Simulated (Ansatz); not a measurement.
# SiTe2 monolayer (1T): modes against uniaxial strain along a, the zigzag direction, with the width clamped, part 3 of 3

Wanted: the shifts of the zone-centre modes of SiTe2 monolayer (1T) with strain.

Ansatz 0.2.0; DFT PBEsol, scalar-relativistic, plane waves, PAW; PAW set soft_1.

So far, highest optical mode at the zone centre (no LO-TO term) (cm⁻¹): step 4 (modes at rest) 304; step 6 (strain 5 %) 306.

## Step 7: A member of the series: uniaxial strain of -3 % along a, the zigzag direction, with the width clamped (continued)

Relaxation path:

| step | energy less that of the first step (eV) | largest force component (eV/Å) |
| --- | --- | --- |
| 1 | 0.0000 | 0.0443 |
| 2 | 0.0005 | 0.0906 |
| 3 | -0.0003 | 0.0065 |
| 4 | -0.0003 | 0.0006 |
| 5 | -0.0003 | 0.0006 |

Relaxation step 2 was tried and not accepted.

The run keeps the 4 symmetry operations that it works with, so distortions that break them were not tested.

The relaxed structure:

```cif
data_structure
_symmetry_space_group_name_H-M 'P 1'
_symmetry_Int_Tables_number 1
_cell_length_a 3.6274
_cell_length_b 3.7119
_cell_length_c 30.4240
_cell_angle_alpha 90.000
_cell_angle_beta 90.000
_cell_angle_gamma 119.250
_cell_volume 357.41
loop_
_atom_site_label
_atom_site_type_symbol
_atom_site_fract_x
_atom_site_fract_y
_atom_site_fract_z
_atom_site_occupancy
Si1 Si 0.00000 0.00000 0.32869 1
Te2 Te 0.33074 0.66148 0.38223 1
Te3 Te 0.66926 0.33852 0.27514 1
```

Numbers from this step:

```
area per atom : 3.916 Å²
```

The largest force component left is 0.64 meV/Å.

## Step 8: Zone-centre modes of the member: uniaxial strain of -3 % along a, the zigzag direction, with the width clamped

The zone-centre modes follow for uniaxial strain of -3 % along a, the zigzag direction, with the width clamped.

Contents of input.yaml:

```yaml
crystal:
  lattice:
    - [3.6274177137, 0.0, 0.0]
    - [-1.8137088568, 3.2385937012, 0.0]
    - [0.0, 0.0, 30.424]
  atoms:
    - { symbol: Si, position: [0.0, 0.0, 0.328687878] }
    - { symbol: Te, position: [0.330741882, 0.6614837639, 0.382232404] }
    - { symbol: Te, position: [0.669258118, 0.3385162361, 0.275143352] }
  periodic: [true, true, false]
kpoints:
  mp_grid: { grid: [15, 15, 1] }
hamiltonian:
  xc: pbesol
  pseudopotentials: { kind: paw, azcp: { folder: soft_1 }, xc_functional: pbe }
scf:
  occupations: { method: methfessel_paxton, width: 0.2 }
output:
  eigenvalues: true
phonons:
  method: dfpt
```

On the command line:

```console
> ansatz run input.yaml --threads 8 --pin off --max-ram 16384MiB --backend cpu --events-out ev --progress --plain --runs-dir out
```

Numbers of over 12 decimals in the logs are rounded to 6 here.

What it wrote:

```text
[...]
Crystal: 3 atoms, lattice volume = 357.413 Å³
Basis set: ecut = 420 eV, 6961 PW (Γ), exchange–correlation on 50×50×432 points (8 copies of the dense FFT grid, shifted against one another)
Bands: 22, of which v1, the nominal top of the filled ones, is band 18 counted from 1 (17 counted from 0)
Symmetry: 4 space group operations
[...]
k-point 63: bands = [... 14 lower, -8.8300, -7.8875, -7.0058, -5.7603, -3.6284, -1.8369, -0.3419, 0.2776]
  ° read free of the cell's end (the report's vacuum.weakly_bound_levels)
[...]
ASR residual: 2.057e-5 → 0.000e0 eV/Å²; symmetrization residual: 1.044e-5 eV/Å²
[...]
ASR residual per site (eV/Å²): 2.06e-5 1.52e-5 1.45e-5
  Γ frequencies (cm⁻¹): 0.00 0.00 0.00 84.74 86.74 149.12 209.16 217.54 306.11
[...]
[key lines of the parts left out:]
SCF converged after 10 iterations
Free energy (F): -14424.546862 eV
Fermi energy:    -4.681248 eV
```

The job ended after 62 s (8 threads of Arm Neoverse V2, shared host; peak memory 2 GiB; 7.5 min of CPU time).

This step gave:

| Property | Result |
| --- | --- |
| sum-rule residual before enforcement | 2.06e-5 eV/Å² |
| lowest optical zone-centre mode | 84.74 cm⁻¹ |

Patterns of degenerate modes are one choice out of their space. The modes at Γ (shares of kinetic energy by element, %):

| mode | frequency (cm⁻¹) | symmetry | Si % | Te % |
| --- | --- | --- | --- | --- |
| 1 | 0.0 | acoustic | 10 | 90 |
| 2 | 0.0 | acoustic | 10 | 90 |
| 3 | 0.0 | acoustic | 10 | 90 |
| 4 | 84.7 | Bg | 0 | 100 |
| 5 | 86.7 | Ag | 0 | 100 |
| 6 | 149.1 | Ag | 0 | 100 |
| 7 | 209.2 | Bu | 90 | 10 |
| 8 | 217.5 | Au | 90 | 10 |
| 9 | 306.1 | Bu | 90 | 10 |

The lowest optical mode is real, 84.7 cm⁻¹, and the highest lies at 306.1 cm⁻¹.

## Step 9: The series together

The members are set side by side, also those not shown above.

Energies are extrapolated to zero smearing, and E0 is that at rest; the cell is clamped and the atoms are relaxed; all runs use 15×15×1 k points and Methfessel-Paxton smearing of 0.2 eV. State of the crystal along the series:

| strain (%) | E - E0 (meV/atom) |
| --- | --- |
| -3 | 6.515 |
| -2 | 2.808 |
| -1 | 0.6883 |
| 0 | 0 |
| 1 | 0.6429 |
| 2 | 2.579 |
| 3 | 5.755 |
| 4 | 10.06 |
| 5 | 15.33 |

Optical modes are counted from below at rest and tracked from member to member by their patterns, and modes that stay within 0.3 cm⁻¹ of each other stand once; labels, where given, are those at rest, then, where named, those of the strained cell; the cell is clamped and the atoms are relaxed; all runs use 15×15×1 k points and Methfessel-Paxton smearing of 0.2 eV. Optical modes along the series:

| strain (%) | optical mode 1 Eg to Ag single part (cm⁻¹) | optical mode 2 Eg to Bg single part (cm⁻¹) | optical mode 3 A1g to Ag (cm⁻¹) | optical mode 4 Eu to Au single part (cm⁻¹) | optical mode 5 Eu to Bu single part (cm⁻¹) | optical mode 6 A2u to Bu (cm⁻¹) |
| --- | --- | --- | --- | --- | --- | --- |
| -3 | 86.74 | 84.74 | 149.1 | 217.5 | 209.2 | 306.1 |
| -2 | 85.01 | 83.76 | 148.6 | 213.7 | 207.5 | 304.7 |
| -1 | 83.57 | 82.96 | 148.1 | 209.5 | 206.5 | 304.1 |
| 0 | 82.48 | 82.48 | 147.5 | 206 | 206 | 304.2 |
| 1 | 81.35 | 82.23 | 146.8 | 203.2 | 206.1 | 305.1 |
| 2 | 79.55 | 81.98 | 146.1 | 201.9 | 205.8 | 306.3 |
| 3 | 76.47 | 81.64 | 145.3 | 201.6 | 204.6 | 307.1 |
| 4 | 72.25 | 81.38 | 144.6 | 202.3 | 201.9 | 307.1 |
| 5 | 69 | 81.64 | 143.9 | 203.4 | 197.2 | 306.1 |

Value and slope at zero strain of a cubic (a lower polynomial where under five rows exist) through the rows within 2 % of rest. Slopes at rest:

| mode | frequency (cm⁻¹) | shift per percent of strain (cm⁻¹) |
| --- | --- | --- |
| optical mode 1 Eg to Ag single part | 82.5 | -1.02 |
| optical mode 2 Eg to Bg single part | 82.5 | -0.34 |
| optical mode 3 A1g to Ag | 147.5 | -0.64 |
| optical mode 4 Eu to Au single part | 205.9 | -3.19 |
| optical mode 5 Eu to Bu single part | 206.1 | -0.14 |
| optical mode 6 A2u to Bu | 304.3 | 0.59 |

## Step 10: What came out

```
members                                                          : 9
highest optical mode at the zone centre (no LO-TO term), at rest : 304.2 cm⁻¹
optical mode 3 A1g to Ag, shift per percent                      : -0.64 cm⁻¹
optical mode 4 Eu to Au single part, shift per percent           : -3.19 cm⁻¹
optical mode 5 Eu to Bu single part, shift per percent           : -0.14 cm⁻¹
optical mode 6 A2u to Bu, shift per percent                      : 0.59 cm⁻¹
```

In words: The strain lowers the symmetry: the level at 206.0 cm⁻¹ splits, into 203.4 and 197.2 cm⁻¹ at +5 %. Within 2 % of rest several modes bend away from a straight line, so single slopes hold only near rest. The width is clamped, so the contraction across the strain that a free sheet shows is left out. These are harmonic frequencies at zero temperature: anharmonic shifts, linewidths and thermal expansion are left out. Spin-orbit coupling is left out, which can matter for the heavy elements here. With no gap, or one that is small against the smearing, the frequencies hang on the k mesh and the smearing, most of all near Kohn anomalies. A semilocal functional can close a gap that the real compound would have, so the metallic treatment may be an artefact of the level. The starting cell was built on a prototype and not taken from a measurement. The PAW files were made for PBE; the program adapts parts of them to the functional of the run, but their partial waves stay those of PBE, an approximation that was not tested in this session. Only the zone centre was solved, so an instability at another wavevector cannot show here.

[Logs are printed without paths, hosts, clocks, repeated set-up lines and the standing remarks that a program may print on its own settings, such as how far it seeks lower states.]

[Hosts, paths, dates, database ids (printed as entryN), source tags and the programs' standing remarks are cut or masked in the printed files.]
